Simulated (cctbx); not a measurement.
## A crystallographic session in cctbx: Er2W2S7

Library: cctbx 2025.11. The data are simulated by the first script.

## 1. Simulate the data

run.py:

```python
from cctbx import adptbx, crystal, miller, sgtbx, xray
from cctbx.array_family import flex
from iotbx.shelx import hklf
from scitbx import matrix
import scitbx.random

cs = crystal.symmetry(unit_cell=(13.104, 13.104, 13.104, 90, 90, 90), space_group_symbol='Hall: F 4d 2 3 -1d')  # Fd-3m
atoms = [  # label, site, U (iso, or U11 U22 U33 U12 U13 U23 in A^2), occupancy
    ("W1", (0.125, 0.875, 0.375), (0.0122, 0.0122, 0.0122, -0.0001, -0.0001, 0.0001), 1),
    ("Er1", (0.875, 0.875, 0.125), (0.0260, 0.0260, 0.0260, 0.0002, -0.0002, -0.0002), 1),
    ("S1", (0.5, 0, 0.5), (0.0288, 0.0288, 0.0288, -0.0000, 0.0000, 0.0000), 1),
    ("S2", (0.25, 0.9677, 0.25), (0.0311, 0.0137, 0.0311, 0.0000, -0.0011, 0.0000), 1),
]
xs = xray.structure(crystal_symmetry=cs)
for label, site, u, occ in atoms:
    u = adptbx.u_cif_as_u_star(cs.unit_cell(), u) if isinstance(u, tuple) else u
    xs.add_scatterer(xray.scatterer(label, site=site, u=u, occupancy=occ))
xs.set_inelastic_form_factors(0.71073, "sasaki")
xs.show_summary()
p1 = xs.expand_to_p1()
ms = miller.build_set(p1, anomalous_flag=True, d_min=0.65)
flex.set_random_seed(98444)
scitbx.random.set_random_seed(98444)
ms = ms.select(flex.random_double(ms.size()) < 0.8)
i = ms.structure_factors_from_scatterers(p1, algorithm="direct").f_calc().as_intensity_array().data()
i = i * 70000 / flex.max(i)
sig = flex.sqrt(i + flex.pow2(0.03 * i) + 4 ** 2)
noise = scitbx.random.variate(scitbx.random.normal_distribution())(i.size())
data = ms.array(data=i + sig * noise, sigmas=sig).set_observation_type_xray_intensity()
with open("data.hkl", "w") as f:
    data.export_as_shelx_hklf(f)
print("reflections written:", data.size(), " <I/sigma> = %.1f" % flex.mean(data.data() / data.sigmas()))
for h, a, b in list(data.sort("data"))[:12]:
    print("%4d%4d%4d %9.1f %7.1f" % (h + (a, b)))
```

```console
$ python run.py
```

```text
Number of scatterers: 4
At special positions: 4
Unit cell: (13.104, 13.104, 13.104, 90, 90, 90)
Space group: F d -3 m :1 (No. 227)
reflections written: 27640  <I/sigma> = 2.4
   4   4   0   71756.9  2116.6
  -4   0   4   70783.8  2116.6
   4  -4   0   69734.3  2116.6
   0   4  -4   69418.0  2116.6
   4   0  -4   68485.5  2116.6
   4   0   4   67136.9  2116.6
  -4   0  -4   66843.0  2116.6
  -2   2   2   60828.8  1763.3
   2  -2  -2   60216.8  1763.3
  -2  -2  -2   59663.4  1763.3
   2   2  -2   58968.7  1763.3
  -2   2  -2   57241.5  1763.3
```

It took 0.47 s on 1 thread of Arm Neoverse V2 (shared host), peak memory 0.08 GiB.

## 2. Symmetry

run.py:

```python
from cctbx import crystal, sgtbx, statistics
from cctbx.array_family import flex
from iotbx.shelx import hklf

p1 = crystal.symmetry(unit_cell=(13.104, 13.104, 13.104, 90, 90, 90), space_group_symbol="P 1")
raw = hklf.reader(file_name="data.hkl").as_miller_arrays(crystal_symmetry=p1, anomalous=True)[0]
print(raw.size(), "reflections to d = %.3f A" % raw.d_min())
isig = raw.data() / raw.sigmas()
print("centring   violations  <I/sigma> of those")
best = "P"
for c in "ABCIRF":
    a = raw.customized_copy(space_group_info=sgtbx.space_group_info("Hall: %s 1" % c)).sys_absent_flags().data()
    m = flex.mean(isig.select(a))
    print("%5s %10d of %5d %8.1f" % (c, (isig.select(a) > 4).count(True), a.count(True), m))
    if (isig.select(a) > 4).count(True) < 0.01 * a.count(True):
        best = c
raw = raw.select(~raw.customized_copy(space_group_info=sgtbx.space_group_info("Hall: %s 1" % best)).sys_absent_flags().data())
isig = raw.data() / raw.sigmas()
rows = []
for s in sgtbx.space_group_symbol_iterator():
    g = sgtbx.space_group(s)
    if g.conventional_centring_type_symbol() != best or not g.is_compatible_unit_cell(p1.unit_cell(), 1e-3, 0.02):
        continue
    rows.append((s, g))
print("Laue class    unique    Rint  (classes that these axes allow; Friedel mates merged)")
rint = {}
for s, g in rows:
    laue = g.build_derived_patterson_group()
    key = laue.type().hall_symbol()
    if key not in rint:
        m = raw.customized_copy(space_group_info=laue.info(), anomalous_flag=False).merge_equivalents()
        rint[key] = m.r_int()
        print("%-14s %6d %7.3f" % (laue.type().lookup_symbol(), m.array().size(), m.r_int()))
floor = min(rint.values())
good = [(s, g) for s, g in rows if rint[g.build_derived_patterson_group().type().hall_symbol()] < 2 * floor + 0.03]
top = max(g.build_derived_patterson_group().order_z() for s, g in good)
print("space group    extra absences  I>4sigma  <I/sigma>")
for s, g in good:
    laue = g.build_derived_patterson_group()
    if laue.order_z() != top:
        continue
    a = raw.customized_copy(space_group_info=g.info()).sys_absent_flags().data()
    a &= ~raw.customized_copy(space_group_info=laue.info()).sys_absent_flags().data()
    bad = (isig.select(a) > 4).count(True)
    if bad <= 0.03 * a.count(True):
        print("%-16s %8d %10d %9s  %s" % (s.universal_hermann_mauguin(), a.count(True), bad, "%.1f" % flex.mean(isig.select(a)) if a.count(True) else "-", "centric" if g.is_centric() else "acentric"))
laue = max(good, key=lambda t: t[1].build_derived_patterson_group().order_z())[1].build_derived_patterson_group()
f = raw.customized_copy(space_group_info=laue.info(), anomalous_flag=False).merge_equivalents().array().eliminate_sys_absent().f_sq_as_f()
f.set_observation_type_xray_amplitude()
bins = max(3, min(8, f.size() // 12))
f.setup_binner(n_bins=bins)
w = statistics.wilson_plot(f, {e: n / laue.order_z() for e, n in {'W': 16.0, 'Er': 16.0, 'S': 56.0}.items()}, e_statistics=True)
print("Wilson B = %.2f A^2   <|E^2-1|> = %.3f (0.968 centric, 0.736 acentric)   E^2>4: %.1f %%" % (w.wilson_b, w.mean_e_sq_minus_1, w.percent_e_sq_gt_2))
print("shell (A)         n   <I/sigma>")
m = raw.customized_copy(space_group_info=laue.info(), anomalous_flag=False).merge_equivalents().array().eliminate_sys_absent()
for b in m.setup_binner(n_bins=bins).range_used():
    sel = m.binner().selection(b)
    print("%5.2f - %4.2f %6d %8.1f" % (min(m.binner().bin_d_range(b)[0] if m.binner().bin_d_range(b)[0] > 0 else 99, 99), m.binner().bin_d_range(b)[1], sel.count(True), flex.mean((m.data() / m.sigmas()).select(sel))))
```

```console
$ python run.py
```

```text
27640 reflections to d = 0.650 A
centring   violations  <I/sigma> of those
    A          1 of 13745     -0.0
    B          1 of 13866     -0.0
    C          0 of 13821      0.0
    I       2919 of 13709      2.3
    R       3114 of 18380      2.5
    F          1 of 20716      0.0
Laue class    unique    Rint  (classes that these axes allow; Friedel mates merged)
F m m m          1204   0.027
F m -3            409   0.028
F m -3 m          265   0.028
space group    extra absences  I>4sigma  <I/sigma>
F 4 3 2                 0          0         -  acentric
F 41 3 2               23          0      -0.2  acentric
F -4 3 m                0          0         -  acentric
F m -3 m                0          0         -  centric
F d -3 m :1           365          0       0.0  centric
F d -3 m :2           365          0       0.0  centric
Wilson B = 1.46 A^2   <|E^2-1|> = 1.188 (0.968 centric, 0.736 acentric)   E^2>4: 3.4 %
shell (A)         n   <I/sigma>
 7.57 - 1.30     46     43.4
 1.30 - 1.03     33     60.7
 1.03 - 0.90     32     48.4
 0.90 - 0.82     32     49.5
 0.82 - 0.76     29     48.4
 0.76 - 0.72     32     52.3
 0.72 - 0.68     28     40.7
 0.68 - 0.65     33     44.1
```

Time: 0.36 s.

## 3. Patterson map

run.py:

```python
from cctbx import crystal, maptbx
from iotbx.shelx import hklf

cs = crystal.symmetry(unit_cell=(13.104, 13.104, 13.104, 90, 90, 90), space_group_symbol='Hall: F 4d 2 3 -1d')  # Fd-3m
raw = hklf.reader(file_name="data.hkl").as_miller_arrays(crystal_symmetry=cs, anomalous=True)[0]
merged = raw.eliminate_sys_absent().merge_equivalents()
fo2 = merged.array().set_observation_type_xray_intensity()
f = fo2.average_bijvoet_mates().f_sq_as_f()
pm = f.patterson_map(symmetry_flags=maptbx.use_space_group_symmetry, sharpening=False, resolution_factor=0.25)
peaks = pm.peak_search(parameters=maptbx.peak_search_parameters(min_distance_sym_equiv=0.4, max_clusters=14)).all()
top = peaks.heights()[0]
print("Patterson group", f.patterson_symmetry().space_group_info())
print("      u       v       w   height  length (A)")
for x, h in zip(peaks.sites(), peaks.heights()):
    y = [t - round(t) for t in x]
    print("%7.3f %7.3f %7.3f %8.1f %8.2f" % (x + (1000 * h / top, cs.unit_cell().length(y))))
```

```console
$ python run.py
```

```text
Patterson group F m -3 m
      u       v       w   height  length (A)
  0.000   0.000   0.000   1000.0     0.00
  0.000   0.250   0.250    928.2     4.63
  0.000   0.000   0.500    892.9     6.55
  0.128   0.128   0.372     96.0     5.42
  0.120   0.120   0.120     86.1     2.73
  0.250   0.250   0.250      3.0     5.67
  0.018   0.018   0.274      2.3     3.61
  0.070   0.070   0.070     -0.3     1.59
  0.000   0.000   0.127     -0.7     1.67
  0.128   0.250   0.250     -0.8     4.93
  0.070   0.180   0.180     -1.0     3.45
  0.000   0.122   0.250     -1.1     3.64
  0.070   0.180   0.320     -1.1     4.90
  0.000   0.000   0.372     -1.3     4.87
```

Time: 0.38 s.

## 4. Charge flipping

run.py:

```python
import itertools
from cctbx import crystal, maptbx
from cctbx.array_family import flex
from iotbx.shelx import hklf
from smtbx.ab_initio import charge_flipping as cf

cs = crystal.symmetry(unit_cell=(13.104, 13.104, 13.104, 90, 90, 90), space_group_symbol='Hall: F 4d 2 3 -1d')  # Fd-3m
raw = hklf.reader(file_name="data.hkl").as_miller_arrays(crystal_symmetry=cs, anomalous=True)[0]
merged = raw.eliminate_sys_absent().merge_equivalents()
fo2 = merged.array().set_observation_type_xray_intensity()
f = fo2.average_bijvoet_mates().f_sq_as_f().resolution_filter(d_min=0.9)
p1 = f.expand_to_p1()
p1.setup_binner_counting_sorted(reflections_per_bin=max(40, p1.size() // 12))
work = p1.array(data=p1.data() / p1.amplitude_quasi_normalisations().data())
flex.set_random_seed(60679)
it = cf.weak_reflection_improved_iterator(delta=None, weak_reflection_fraction=0.2)
it.start(work, phases=flex.random_double(p1.size()) * 6.2832, f_000=0)
it.delta = 1.1 * it.rho_map.sigma()
print("cycle      R  skewness")
for n, st in enumerate(itertools.islice(it, 300)):
    if n % 25 == 0:
        print("%5d %6.3f %8.2f" % (n, st.r1_factor(), st.rho_map.skewness()))
rho = p1.phase_transfer(it.f_calc).fft_map().apply_volume_scaling()
polish = cf.low_density_elimination_iterator(constant_rho_c=rho.sigma())
polish.start(f_obs=p1, phases=it.f_calc, f_000=0)
for _ in range(8):
    next(polish)
print("origin shift          correlation  skewness")
maps = []
for fc, shift, cc in itertools.islice(cf.f_calc_symmetrisations(f, polish.f_calc, 0), 4):
    m = f.phase_transfer(fc).fft_map(symmetry_flags=maptbx.use_space_group_symmetry, resolution_factor=0.25).apply_sigma_scaling()
    maps.append((m.skewness(), cc, m))
    print("%6.3f %6.3f %6.3f %10.3f %9.2f" % (tuple(shift) + (cc, m.skewness())))
skew, cc, m = max((t for t in maps if t[1] > maps[0][1] - 0.04), key=lambda t: t[0])
print("taken: symmetry correlation %.3f, skewness %.2f" % (cc, skew))
peaks = m.peak_search(parameters=maptbx.peak_search_parameters(min_distance_sym_equiv=0.9, max_clusters=9)).all()
sps = cs.special_position_settings(min_distance_sym_equiv=0.5)
print("peak      x       y       z  mult  height/sigma")
for k, (x, h) in enumerate(zip(peaks.sites(), peaks.heights())):
    ss = sps.site_symmetry(x)
    print("Q%-3d %7.4f %7.4f %7.4f %4d %8.1f" % ((k + 1,) + tuple(t % 1 for t in ss.exact_site()) + (ss.multiplicity(), h)))
```

```console
$ python run.py
```

```text
cycle      R  skewness
    0  0.694     0.52
   25  0.455     5.66
   50  0.450     5.54
   75  0.454     5.43
  100  0.438     5.35
  125  0.460     5.39
  150  0.429     5.24
  175  0.444     5.26
  200  0.436     5.31
  225  0.420     5.34
  250  0.451     5.41
  275  0.449     5.34
origin shift          correlation  skewness
 0.054  0.250  0.300      0.886      9.24
 0.304  0.250  0.300      0.886      9.06
 0.304  0.000  0.050      0.886      9.15
 0.054  0.250  0.050      0.886      9.21
taken: symmetry correlation 0.886, skewness 9.24
peak      x       y       z  mult  height/sigma
Q1    0.1250  0.1250  0.6250   16     20.0
Q2    0.1250  0.1250  0.1250   16     16.4
Q3    0.0000  0.0000  0.2926   48      2.0
Q4    0.0669  0.0669  0.6814   96      1.3
Q5    0.0693  0.0693  0.5693   32      1.3
Q6    0.0000  0.0000  0.4460   48      1.3
Q7    0.0000  0.0000  0.0000    8      1.1
Q8    0.0366  0.1234  0.1234   96      1.0
Q9    0.0647  0.0647  0.0647   32      1.0
```

Time: 3.4 s.

## 5. Refinement (model from the peaks)

run.py:

```python
import math
from cctbx import adptbx, crystal, maptbx, sgtbx, xray
from cctbx.array_family import flex
from cctbx.xray import observations
from iotbx.shelx import hklf
from scitbx.lstbx import normal_eqns_solving
from smtbx import absolute_structure, utils
from smtbx.refinement import constraints, least_squares

cs = crystal.symmetry(unit_cell=(13.104, 13.104, 13.104, 90, 90, 90), space_group_symbol='Hall: F 4d 2 3 -1d')  # Fd-3m
atoms = [  # label, site, U (iso, or U11 U22 U33 U12 U13 U23 in A^2), occupancy
    ("W1", (0.125, 0.125, 0.625), 0.0200, 1),
    ("Er1", (0.125, 0.125, 0.125), 0.0200, 1),
    ("S1", (0, 0, 0.2926), 0.0200, 1),
]
xs = xray.structure(crystal_symmetry=cs)
for label, site, u, occ in atoms:
    u = adptbx.u_cif_as_u_star(cs.unit_cell(), u) if isinstance(u, tuple) else u
    xs.add_scatterer(xray.scatterer(label, site=site, u=u, occupancy=occ))
xs.set_inelastic_form_factors(0.71073, "sasaki")
raw = hklf.reader(file_name="data.hkl").as_miller_arrays(crystal_symmetry=cs, anomalous=True)[0]
merged = raw.eliminate_sys_absent().merge_equivalents()
fo2 = merged.array().set_observation_type_xray_intensity()
print("Rint %.3f, %d unique reflections to %.2f A" % (merged.r_int(), fo2.size(), fo2.d_min()))
for sc in xs.scatterers():
    sc.flags.set_grad_site(True)
    sc.flags.set_grad_u_aniso(sc.flags.use_u_aniso())
    sc.flags.set_grad_u_iso(sc.flags.use_u_iso())
obs = fo2.as_xray_observations()
extra = {}
rep = constraints.reparametrisation(xs, [], utils.connectivity_table(xs), **extra)
ls = least_squares.crystallographic_ls(obs, rep, weighting_scheme=least_squares.mainstream_shelx_weighting(a=0, b=0))
print("cycle     R1     wR2    GooF  max shift (A)")
for cycle in range(6):
    ls.build_up()
    r1, wr2, goof = ls.r1_factor(cutoff_factor=2)[0], ls.wR2(), ls.goof()
    old = xs.sites_cart()
    normal_eqns_solving.levenberg_marquardt_iterations(ls, n_max_iterations=3, tau=0.0001, step_threshold=1e-7)
    big = flex.max((xs.sites_cart() - old).norms())
    print("%4d %7.4f %7.4f %7.3f %9.5f" % (cycle + 1, r1, wr2, goof, big))
    ls.build_up(objective_only=True)
    if abs(ls.wR2() - wr2) < 5e-5 and big < 5e-4:
        break
ls.build_up()
print("final R1 %.4f wR2 %.4f GooF %.3f  parameters %d  data/parameter %.1f" % (ls.r1_factor(cutoff_factor=2)[0], ls.wR2(), ls.goof(), ls.n_parameters, fo2.size() / ls.n_parameters))
cov = ls.covariance_matrix_and_annotations()
su = dict(zip(cov.annotations, (math.sqrt(max(v, 0)) for v in cov.matrix.matrix_packed_u_diagonal())))
a2 = cs.unit_cell().reciprocal_parameters()[0] ** -2
print("atom        x        y        z      Ueq    occ   su(xyz)  su(Uiso or U11)")
for sc in xs.scatterers():
    s = max(su.get(sc.label + k, 0) for k in (".x", ".y", ".z"))
    npd = "" if sc.is_positive_definite_u(cs.unit_cell()) else "  NPD"
    print("%-5s %8.5f %8.5f %8.5f %8.4f %6.3f %8.5f %7.4f%s" % ((sc.label,) + sc.site + (sc.u_iso_or_equiv(cs.unit_cell()), sc.occupancy, s, su.get(sc.label + ".uiso", su.get(sc.label + ".u11", 0) * a2), npd)))
fo = fo2.f_sq_as_f()
fc = fo.structure_factors_from_scatterers(xs, algorithm="direct").f_calc()
diff = fo.f_obs_minus_f_calc(1 / math.sqrt(ls.scale_factor()), fc).average_bijvoet_mates()
m = diff.fft_map(symmetry_flags=maptbx.use_space_group_symmetry, resolution_factor=0.25).apply_volume_scaling()
print("difference map: max %.2f min %.2f rms %.2f" % (m.statistics().max(), m.statistics().min(), m.statistics().sigma()))
peaks = m.peak_search(parameters=maptbx.peak_search_parameters(min_distance_sym_equiv=0.6, max_clusters=6)).all()
near = xs.closest_distances(peaks.sites(), distance_cutoff=4)
sps = cs.special_position_settings(min_distance_sym_equiv=0.5)
for k, (x, h) in enumerate(zip(peaks.sites(), peaks.heights())):
    ss = sps.site_symmetry(x)
    print("Q%-3d %7.4f %7.4f %7.4f %4d %7.2f  %.2f A from %s" % ((k + 1,) + tuple(t % 1 for t in ss.exact_site()) + (ss.multiplicity(), h, near.smallest_distances[k], xs.scatterers()[near.i_seqs[k]].label)))
```

```console
$ python run.py
```

```text
Rint 0.028, 242 unique reflections to 0.65 A
cycle     R1     wR2    GooF  max shift (A)
   1  0.2262  0.5836  40.889   0.12447
   2  0.1207  0.3120  21.861   0.00057
   3  0.1210  0.3120  21.860   0.00000
final R1 0.1210 wR2 0.3120 GooF 21.860  parameters 4  data/parameter 60.5
atom        x        y        z      Ueq    occ   su(xyz)  su(Uiso or U11)
W1     0.12500  0.12500  0.62500   0.0075  1.000  0.00000  0.0008
Er1    0.12500  0.12500  0.12500   0.0210  1.000  0.00000  0.0010
S1     0.00000  0.00000  0.28314   0.0230  1.000  0.00077  0.0019
difference map: max 52.83 min -2.21 rms 1.75
Q1    0.0000  0.0000  0.0000    8   52.83  2.84 A from Er1
Q2    0.1250  0.1250  0.6250   16   27.48  0.00 A from W1
Q3    0.1250  0.1250  0.1250   16   16.16  0.00 A from Er1
Q4    0.0000  0.0000  0.2797   48    7.04  0.05 A from S1
Q5    0.0701  0.0701  0.0701   32    2.64  1.25 A from Er1
Q6    0.9979  0.0561  0.0561   96    2.07  2.10 A from Er1
```

Time: 0.63 s.

Figures of merit this high mean that the model is still wrong or incomplete.

## 6. Refinement (atoms added from the difference map)

run.py, as its changes from the last script of this kind:

```diff
@@ -12,3 +12,4 @@
-    ("W1", (0.125, 0.125, 0.625), 0.0200, 1),
-    ("Er1", (0.125, 0.125, 0.125), 0.0200, 1),
-    ("S1", (0, 0, 0.2926), 0.0200, 1),
+    ("W1", (0.125, 0.125, 0.625), 0.0075, 1),
+    ("Er1", (0.125, 0.125, 0.125), 0.0210, 1),
+    ("S1", (0, 0, 0.28314), 0.0230, 1),
+    ("S2", (0, 0, 0), 0.0200, 1),
@@ -59 +60 @@
-peaks = m.peak_search(parameters=maptbx.peak_search_parameters(min_distance_sym_equiv=0.6, max_clusters=6)).all()
+peaks = m.peak_search(parameters=maptbx.peak_search_parameters(min_distance_sym_equiv=0.6, max_clusters=5)).all()
```

```console
$ python run.py
```

```text
Rint 0.028, 242 unique reflections to 0.65 A
cycle     R1     wR2    GooF  max shift (A)
   1  0.0699  0.1436  10.084   0.01719
   2  0.0214  0.0687   4.824   0.00001
final R1 0.0214 wR2 0.0687 GooF 4.824  parameters 5  data/parameter 48.4
atom        x        y        z      Ueq    occ   su(xyz)  su(Uiso or U11)
W1     0.12500  0.12500  0.62500   0.0123  1.000  0.00000  0.0002
Er1    0.12500  0.12500  0.12500   0.0260  1.000  0.00000  0.0002
S1     0.00000  0.00000  0.28183   0.0246  1.000  0.00015  0.0004
S2     0.00000  0.00000  0.00000   0.0269  1.000  0.00000  0.0008
difference map: max 1.95 min -4.32 rms 0.26
Q1    0.0228  0.0228  0.7162   96    2.04  0.42 A from S1
Q2    0.0000  0.0000  0.2143   48    0.70  0.88 A from S1
Q3    0.1128  0.1128  0.3872   32    0.56  2.51 A from S1
Q4    0.0000  0.0000  0.3502   48    0.56  0.90 A from S1
Q5    0.0815  0.0815  0.5815   32    0.40  0.99 A from W1
```

It took 0.64 s on 1 thread of Arm Neoverse V2, on a shared host, peak memory 0.1 GiB.

Figures of merit this high mean that the model is still wrong or incomplete.

[Logs are printed without paths, hosts, clocks, repeated set-up lines and the standing remarks that a program may print on its own settings, such as how far it seeks lower states.]
